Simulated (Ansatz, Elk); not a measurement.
# Bonding as seen by X-rays: AsH2

The structure of AsH2 used here is made up (a known structure type with other elements) and was relaxed beforehand with PBE. The aim is the Fourier transform of its all-electron density, F(hkl), set beside the sum over free spherical atoms that refinements use.

Method: DFT, PBE, all-electron APW+lo, Dirac cores, scalar-relativistic bands, static density, no spin, in Elk 11.2.3 (patched build).

The structure was built from a prototype and need not be the compound's stable phase.

### 1. The starting structure

Symmetry: Fm-3m, No. 225, cubic system. Conventional cell: a = 4.820 Å, b = 4.820 Å, c = 4.820 Å, α = 90.00°, β = 90.00°, γ = 90.00°. Nearest to As lie 8 H at 2.09 Å. Nearest to H lie 4 As at 2.09 Å. Farther neighbours are not listed.

### 2. Ground state and structure factors

An all-electron density is needed, since X-rays see the cores too. Task 0 finds the density and task 195 Fourier-transforms it; tshift is off so that phases refer to the origin typed.

Input file elk.in:

```
tasks
  0
  195

xctype
  20

spinpol
  .false.

rgkmax
  7.0

gmaxvr
  14.0

lmaxo
  7

lmaxapw
  8

swidth
  0.002

tshift
  .false.

ramdisk
  .false.

hmaxvr
  5.5

maxscl
  120

epspot
  1e-06

sppath
  './'

avec
  -0.00000000000 4.55469507740 4.55469507740
  4.55469507740 0.00000000000 4.55469507740
  4.55469507740 4.55469507740 0.00000000000

atoms
  2
  'As.in'
  1
  -0.0000000000 0.0000000000 0.0000000000   0.000000 0.000000 0.000000
  'H.in'
  2
  0.7500000000 0.7500000000 0.7500000000   0.000000 0.000000 0.000000
  0.2500000000 0.2500000000 0.2500000000   0.000000 0.000000 0.000000

ngridk
  8 8 8
```

On the command line:

```
$ OMP_NUM_THREADS=4 elk
```

Numbers of over 12 decimals in the logs are rounded to 6 here.

The log of the run:

```text
┌─────────────────────────┐
│ Elk code version 11.2.3 │
└─────────────────────────┘

All units are atomic (Hartree, Bohr, etc.)

┌─────────────────────────────────────────────────┐
│ Ground-state run starting from atomic densities │
└─────────────────────────────────────────────────┘

Lattice vectors :
  -0.000000000       4.554695077       4.554695077
   4.554695077       0.000000000       4.554695077
   4.554695077       4.554695077       0.000000000

Reciprocal lattice vectors :
 -0.6897481830      0.6897481830      0.6897481830
  0.6897481830     -0.6897481830      0.6897481830
  0.6897481830      0.6897481830     -0.6897481830

Unit cell volume      :    188.9765510
Brillouin zone volume :    1.312597844

Muffin-tin inner radius fraction :   0.1000000000E-01

Nuclei treated as point charges

Species : 1 (As)
 parameters loaded from : As.in
 name : arsenic
 nuclear charge    :   -33.00000000
 electronic charge :    33.00000000
 atomic mass :    136573.7220
 muffin-tin radius :    2.400000000
 number of radial points in muffin-tin :    993
 inner part over the whole radius :   0.9862024899E-02
 number on inner part of muffin-tin    :    702
 approximate nuclear radius :   0.7712558785E-04
 number of mesh points to nuclear radius :    341
 atomic positions (lattice), magnetic fields (Cartesian) :
  1 :   0.00000000  0.00000000  0.00000000    0.00000000  0.00000000  0.00000000

Species : 2 (H)
 parameters loaded from : H.in
 name : hydrogen
 nuclear charge    :   -1.000000000
 electronic charge :    1.000000000
 atomic mass :    1837.362221
 muffin-tin radius :    1.400000000
 number of radial points in muffin-tin :    393
 inner part over the whole radius :   0.9705542320E-02
 number on inner part of muffin-tin    :    258
 approximate nuclear radius :   0.2766748019E-04
 number of mesh points to nuclear radius :     78
 atomic positions (lattice), magnetic fields (Cartesian) :
  1 :  -0.25000000 -0.25000000 -0.25000000    0.00000000  0.00000000  0.00000000
  2 :   0.25000000  0.25000000  0.25000000    0.00000000  0.00000000  0.00000000

Total number of atoms per unit cell :    3
Total muffin-tin volume :    80.89391643
 ratio of muffin-tin to unit cell volume :   0.4280632491

Spin treatment :
 spin-unpolarised

Number of Bravais lattice symmetries :   48
Number of crystal symmetries         :   48
Crystal has inversion symmetry
Real symmetric eigensolver will be used

k-point grid :      8     8     8
k-point offset :    0.000000000       0.000000000       0.000000000
k-point set is reduced with full crystal symmetry group
Total number of k-points :       29

Muffin-tin radius times maximum |G+k| :    7.000000000
 using average radius
Maximum |G+k| for APW functions       :    4.038461538
Maximum (1/2)|G+k|²                   :    8.154585799
Maximum |G| for potential and density :    14.00000000
Constant for pseudocharge density :    8
 order of it for each species :   15  15
 order of it for pair densities of each species (exact exchange by exxq0 0: 16) :   15   5
Radial integration step length :    1

G-vector grid sizes :     30    30    30
Number of G-vectors :     8801

Maximum angular momentum used for
 APW functions            :    8
 outer part of muffin-tin :    7
 inner part of muffin-tin :    2

Total nuclear charge    :   -35.00000000
Total core charge       :    18.00000000
Total valence charge    :    17.00000000
Total excess charge     :    0.000000000
Total electronic charge :    35.00000000

Effective Wigner radius, rₛ :    1.088304492

Number of empty states         :     12
Total number of valence states :     21
Total number of core states    :     18

Third-order local-orbitals added for an l without core states : T
Total number of local-orbitals :     36

Exchange-correlation functional :     20     0     0
 Perdew-Burke-Ernzerhof, Phys. Rev. Lett. 77, 3865 (1996)
 gradient requirement :    1
 generalised gradient approximation (GGA)

Smearing type :    3
 Fermi-Dirac
Smearing width :   0.2000000000E-02
[...]
total energy                :     -2262.5720240108

Density of states at Fermi energy :    46.96402179
 (states/Hartree/unit cell)

Estimated indirect band gap :   0.2421739928E-02
 from k-point 15 to k-point 23
Estimated direct band gap   :   0.2906970848E-01
 at k-point 14

Charges :
 core                        :    18.00000000
 valence                     :    17.00000000
 interstitial                :    2.324129701
 muffin-tins (core leakage)
  species : 1 (As)
   atom 1                    :    31.09790663     (  0.1428830261E-03)
  species : 2 (H)
   atom 1                    :   0.7889818319     (   0.000000000    )
   atom 2                    :   0.7889818319     (   0.000000000    )
 total in muffin-tins        :    32.67587030
 total calculated charge     :    34.99962533
 total charge                :    35.00000000
 error                       :   0.3746681364E-03

RMS change in Kohn-Sham potential (target) :    38.68727068     (  0.1000000000E-05)
Absolute change in total energy (target)   :   0.1031094962     (  0.1000000000E-03)

[... loops 3 to 18 left out ...]

┌──────────────────┐
│ Loop number : 19 │
└──────────────────┘

Energies :
 Fermi                       :     0.206836
 sum of occupied eigenvalues :     -1305.9792481390
 electron kinetic            :      2312.9483777511
 core electron kinetic       :      2130.1714847508
 Coulomb                     :     -4490.6110213765
 Coulomb potential           :     -3508.9683045850
 nuclear-nuclear             :     -280.48636945577
 electron-nuclear            :     -4915.9281372494
 Hartree                     :      705.80348532871
 Madelung                    :     -2736.1268690840
 xc potential                :     -109.95932130513
 exchange                    :     -82.820773684937
 correlation                 :     -1.693568
 electron entropic           :    -0.46882047457096E-03
 total energy                :     -2262.1774546209

Density of states at Fermi energy :    36.94023847
 (states/Hartree/unit cell)

Estimated indirect band gap :   0.2959820682E-02
 from k-point 6 to k-point 3
Estimated direct band gap   :   0.3360063812E-01
 at k-point 19

Charges :
 core                        :    18.00000000
 valence                     :    17.00000000
 interstitial                :    2.284104770
 muffin-tins (core leakage)
  species : 1 (As)
   atom 1                    :    31.27788942     (  0.1392549303E-03)
  species : 2 (H)
   atom 1                    :   0.7190029031     (   0.000000000    )
   atom 2                    :   0.7190029031     (   0.000000000    )
 total in muffin-tins        :    32.71589523
 total calculated charge     :    34.99965624
 total charge                :    35.00000000
 error                       :   0.3437638783E-03

RMS change in Kohn-Sham potential (target) :   0.3865988338E-06 (  0.1000000000E-05)
Absolute change in total energy (target)   :   0.4859803084E-06 (  0.1000000000E-03)

Convergence targets achieved

┌──────────────────┐
│ Loop number : 20 │
└──────────────────┘

Energies :
 Fermi                       :     0.206836
 sum of occupied eigenvalues :     -1305.9792481143
 electron kinetic            :      2312.9483777674
 core electron kinetic       :      2130.1714847585
 Coulomb                     :     -4490.6110213762
 Coulomb potential           :     -3508.9683045845
 nuclear-nuclear             :     -280.48636945577
 electron-nuclear            :     -4915.9281372487
 Hartree                     :      705.80348532827
 Madelung                    :     -2736.1268690840
 xc potential                :     -109.95932129721
 exchange                    :     -82.820773684886
 correlation                 :     -1.693568
 electron entropic           :    -0.46882047531451E-03
 total energy                :     -2262.1774546043

Density of states at Fermi energy :    36.94023853
 (states/Hartree/unit cell)

Estimated indirect band gap :   0.2959820702E-02
 from k-point 6 to k-point 3
Estimated direct band gap   :   0.3360063807E-01
 at k-point 19

Charges :
 core                        :    18.00000000
 valence                     :    17.00000000
 interstitial                :    2.284104770
 muffin-tins (core leakage)
  species : 1 (As)
   atom 1                    :    31.27788942     (  0.1392549323E-03)
  species : 2 (H)
   atom 1                    :   0.7190029031     (   0.000000000    )
   atom 2                    :   0.7190029031     (   0.000000000    )
 total in muffin-tins        :    32.71589523
 total calculated charge     :    34.99965624
 total charge                :    35.00000000
 error                       :   0.3437638802E-03

┌──────────────────────────────┐
│ Self-consistent loop stopped │
└──────────────────────────────┘

Warning : core states of species 1 leak from the muffin-tin :   0.1392549323E-03

Wrote STATE.OUT
```

It took 9 s on 4 threads of Arm Neoverse V1, shared host; peak memory 0.15 GiB; 24 s of CPU time.

SFACRHO.OUT:

```text

h k l indices transformed by vhmat matrix:
   1.000000000       0.000000000       0.000000000    
   0.000000000       1.000000000       0.000000000    
   0.000000000       0.000000000       1.000000000    

      h      k      l  multipl.   |H|            Re(F)            Im(F)           |F|

      0      0      0      1   0.0000000       35.000000     -0.35664385E-16   35.000000    
     -1      0      0      8   1.1946789       27.063612     -0.10244439E-16   27.063612    
      0     -1     -1      6   1.3794964       24.869590     -0.60974629E-16   24.869590    
     -1      1      0     12   1.9509025       23.467939      0.39645332E-16   23.467939    
     -1      1     -1     24   2.2876359       21.300890      0.51222197E-16   21.300890    
      0      0     -2      8   2.3893578       20.537667     -0.18568046E-16   20.537667    
      2      2      0      6   2.7589927       19.463961      0.44120439E-16   19.463961    
     -2      1      0     24   3.0065426       18.235532     -0.10244439E-16   18.235532    
      1      2     -1     24   3.0846476       17.724637     -0.11674958E-16   17.724637    
      3      1      0     24   3.3790622       16.874623     -0.15006503E-18   16.874623    
     -1      2      2     24   3.5840367       15.958096      0.15366659E-16   15.958096    
     -3     -3     -3      8   3.5840367       15.954103      0.25611098E-16   15.954103    
     -2      0      2     12   3.9018049       14.906858      0.27919421E-17   14.906858    
     -1      2     -2     48   4.0806053       14.207887     -0.30733318E-16   14.207887    
     -1     -1     -4     24   4.1384891       13.943463      0.23410145E-16   13.943463    
      0     -3     -3      6   4.1384891       13.945108     -0.83304741E-17   13.945108    
     -3     -2      1     24   4.3623505       13.369619      0.27877294E-17   13.369619    
      4      3      4     24   4.5229813       12.824245     -0.51222197E-17   12.824245
```

Elk indexes on the primitive cell of elk.in and gives |H| = 4π sin θ/λ in inverse bohr. Below, one row stands for each form hkl of the conventional cell (m members, Friedel mates merged), F is for one primitive cell and the density is static (no thermal factor). Free-atom factors are Waasmaier and Kirfel's, and R is Σm||F|−|F'||/Σm|F|.

```tsv
hkl	m	sin θ/λ (Å⁻¹)	abs F, DFT	neutral atoms	diff.
111	8	0.180	27.064	27.041	+0.023
200	6	0.207	24.870	25.019	-0.149
220	12	0.293	23.468	23.475	-0.007
311	24	0.344	21.301	21.370	-0.070
222	8	0.359	20.538	20.570	-0.033
400	6	0.415	19.464	19.528	-0.064
331	24	0.452	18.235	18.256	-0.021
420	24	0.464	17.725	17.763	-0.038
422	24	0.508	16.875	16.909	-0.035
511	24	0.539	15.958	16.000	-0.041
333	8	0.539	15.954	16.000	-0.045
440	12	0.587	14.907	14.943	-0.037
531	48	0.614	14.208	14.247	-0.039
442	24	0.622	13.944	13.983	-0.040
600	6	0.622	13.945	13.983	-0.038
620	24	0.656	13.370	13.397	-0.027
533	24	0.680	12.824	12.847	-0.023
622	24	0.688	12.616	12.641	-0.025
444	8	0.719	12.147	12.156	-0.008
711	24	0.741	11.710	11.714	-0.004
551	24	0.741	11.711	11.714	-0.004
640	24	0.748	11.546	11.551	-0.005
```

### 3. The highest occupied states alone

An energy window below the Fermi level keeps the highest occupied states, to see at which angles they scatter; shallow core shells can lie inside it and anion s states outside. No new self-consistency is needed.

Changes to elk.in since step 2:

```diff
@@ -1,3 +1,2 @@
 tasks
-  0
   195
@@ -40,2 +39,5 @@
 
+wsfac
+  -0.234160 0.506840
+
 sppath
```

On the command line:

```
$ OMP_NUM_THREADS=4 elk
```

The log of the run:

```text
┌─────────────────────────────────┐
│ Elk code version 11.2.3 started │
└─────────────────────────────────┘

Info(readinput): the functional depends on the density's gradient
 muffin-tin radial points multiplied by    2.00000
 (not where nrmtscf is given)

┌────────────────────┐
│ Current task : 195 │
└────────────────────┘

Info(sfacrho): density structure factors written to SFACRHO.OUT

 Energy window :  -0.2341600000      0.5068400000

┌──────────────────┐
│ Elk code stopped │
└──────────────────┘
```

The job ended after 1.9 s (4 threads; peak memory 0.16 GiB; 2.5 s of CPU time).

States within 12 eV below the Fermi level hold 6.29 electrons; any levels below the window count with the cores, and a count that is not whole means the window cuts a band. Their amplitudes can exceed the total, where window and core parts have opposite phase:

```tsv
hkl	sin θ/λ (Å⁻¹)	abs F, window	abs F, all
111	0.180	1.047	27.064
200	0.207	0.382	24.870
220	0.293	0.512	23.468
311	0.344	0.132	21.301
222	0.359	0.429	20.538
400	0.415	0.110	19.464
331	0.452	0.042	18.235
420	0.464	0.211	17.725
422	0.508	0.132	16.875
511	0.539	0.025	15.958
```

### 4. Another functional

The difference from free atoms is small, so it is set against the change that PBEsol makes.

Changes to elk.in since step 3:

```diff
@@ -1,2 +1,3 @@
 tasks
+  0
   195
@@ -4,3 +5,3 @@
 xctype
-  20
+  22
 
@@ -39,5 +40,2 @@
 
-wsfac
-  -0.234160 0.506840
-
 sppath
```

On the command line:

```
$ OMP_NUM_THREADS=4 elk
```

The log of the run:

```text
┌─────────────────────────┐
│ Elk code version 11.2.3 │
└─────────────────────────┘

All units are atomic (Hartree, Bohr, etc.)

┌─────────────────────────────────────────────────┐
│ Ground-state run starting from atomic densities │
└─────────────────────────────────────────────────┘

Lattice vectors :
  -0.000000000       4.554695077       4.554695077
   4.554695077       0.000000000       4.554695077
   4.554695077       4.554695077       0.000000000

Reciprocal lattice vectors :
 -0.6897481830      0.6897481830      0.6897481830
[...]
muffin-tins (core leakage)
  species : 1 (As)
   atom 1                    :    31.28896468     (  0.1413346429E-03)
  species : 2 (H)
   atom 1                    :   0.7021293594     (   0.000000000    )
   atom 2                    :   0.7021293594     (   0.000000000    )
 total in muffin-tins        :    32.69322340
 total calculated charge     :    34.99966005
 total charge                :    35.00000000
 error                       :   0.3399463558E-03

┌──────────────────────────────┐
│ Self-consistent loop stopped │
└──────────────────────────────┘

Warning : core states of species 1 leak from the muffin-tin :   0.1413346429E-03

Wrote STATE.OUT
[key lines of the parts left out:]
total energy                :     -2260.5867547853
```

It took 10 s on 4 threads; peak memory 0.16 GiB.

Against the first run R = 0.03 %; the largest change is +0.030 at 200.

### 5. A coarser k-mesh

About half the k-points along each axis test the sampling.

Changes to elk.in since step 4:

```diff
@@ -5,3 +5,3 @@
 xctype
-  22
+  20
 
@@ -59,2 +59,2 @@
 ngridk
-  8 8 8
+  4 4 4
```

On the command line:

```
$ OMP_NUM_THREADS=4 elk
```

The log of the run:

```text
┌─────────────────────────┐
│ Elk code version 11.2.3 │
└─────────────────────────┘

All units are atomic (Hartree, Bohr, etc.)

┌─────────────────────────────────────────────────┐
│ Ground-state run starting from atomic densities │
└─────────────────────────────────────────────────┘

Lattice vectors :
  -0.000000000       4.554695077       4.554695077
   4.554695077       0.000000000       4.554695077
   4.554695077       4.554695077       0.000000000

Reciprocal lattice vectors :
 -0.6897481830      0.6897481830      0.6897481830
[...]
muffin-tins (core leakage)
  species : 1 (As)
   atom 1                    :    31.28954661     (  0.1395101769E-03)
  species : 2 (H)
   atom 1                    :   0.7243233526     (   0.000000000    )
   atom 2                    :   0.7243233526     (   0.000000000    )
 total in muffin-tins        :    32.73819332
 total calculated charge     :    34.99963425
 total charge                :    35.00000000
 error                       :   0.3657495443E-03

┌──────────────────────────────┐
│ Self-consistent loop stopped │
└──────────────────────────────┘

Warning : core states of species 1 leak from the muffin-tin :   0.1395101769E-03

Wrote STATE.OUT
[key lines of the parts left out:]
total energy                :     -2262.1657413267
```

The job ended after 6 s (4 threads; peak memory 0.16 GiB).

Against the first run R = 0.01 %; the largest change is +0.017 at 111.

### 6. Basis size

A smaller basis shows how fast F responds to it; the change is likely larger than the basis error of the first run, but doesn't show convergence.

Changes to elk.in since step 5:

```diff
@@ -11,3 +11,3 @@
 rgkmax
-  7.0
+  5.5
 
@@ -59,2 +59,2 @@
 ngridk
-  4 4 4
+  8 8 8
```

On the command line:

```
$ OMP_NUM_THREADS=4 elk
```

The log of the run:

```text
┌─────────────────────────┐
│ Elk code version 11.2.3 │
└─────────────────────────┘

All units are atomic (Hartree, Bohr, etc.)

┌─────────────────────────────────────────────────┐
│ Ground-state run starting from atomic densities │
└─────────────────────────────────────────────────┘

Lattice vectors :
  -0.000000000       4.554695077       4.554695077
   4.554695077       0.000000000       4.554695077
   4.554695077       4.554695077       0.000000000

Reciprocal lattice vectors :
 -0.6897481830      0.6897481830      0.6897481830
[...]
muffin-tins (core leakage)
  species : 1 (As)
   atom 1                    :    31.27645961     (  0.1393020348E-03)
  species : 2 (H)
   atom 1                    :   0.7173358028     (   0.000000000    )
   atom 2                    :   0.7173358028     (   0.000000000    )
 total in muffin-tins        :    32.71113121
 total calculated charge     :    34.99962475
 total charge                :    35.00000000
 error                       :   0.3752541679E-03

┌──────────────────────────────┐
│ Self-consistent loop stopped │
└──────────────────────────────┘

Warning : core states of species 1 leak from the muffin-tin :   0.1393020348E-03

Wrote STATE.OUT
[key lines of the parts left out:]
total energy                :     -2262.1755930562
```

Run time: 7.4 s. Hardware: 4 threads; peak memory 0.16 GiB; 18 s of CPU time.

Against the first run R = 0.00 %; the largest change is +0.003 at 420.

### 7. Settings against the effect

```tsv
run	R against the first run (%)	R against neutral atoms, low angle (%)	wall time
PBE, rgkmax 7	0.00	0.18	9 s
PBEsol	0.03	0.20	10 s
k-mesh 4×4×4	0.01	0.21	6 s
rgkmax 5.5	0.00	0.18	7.4 s
```

### 8. Outcome

| Property | Result |
| --- | --- |
| R against neutral atoms, sin θ/λ < 0.3 Å⁻¹ | 0.18 % |
| R against neutral atoms, 0.3 to 0.80 Å⁻¹ | 0.19 % |

**Reading.** Independent neutral atoms miss the calculated amplitudes by R = 0.18 % below 0.3 Å⁻¹ and 0.19 % from there to 0.80 Å⁻¹; by shells, 0.18 % 0.15 to 0.3 (3 forms), 0.29 % 0.3 to 0.45 (3 forms), 0.18 % above 0.45 (19 forms). Bonding, aspherical density and the tables' own atoms all enter these figures, and the runs don't part them. The largest change of an amplitude is -0.15 electrons, at 200. The window's part falls from 6.3 electrons at the origin to at most 0.21 between 0.45 and 0.80 Å⁻¹. Below 0.3 Å⁻¹ the changes that finished (PBEsol, k-mesh 4×4×4 and rgkmax 5.5) move F by R = 0.09 % at most, against the 0.18 % that separates it from free atoms, so the difference from free atoms is only partly resolved. Part of the difference isn't bonding: the tables are fits to free atoms and ions calculated by other methods than this functional. Thermal motion, anomalous dispersion and extinction are left out.

[Logs are printed without paths, hosts, clocks, repeated set-up lines and the standing remarks that a program may print on its own settings, such as how far it seeks lower states.]

[Hosts, paths, dates, database ids (printed as entryN), source tags and the programs' standing remarks are cut or masked in the printed files.]
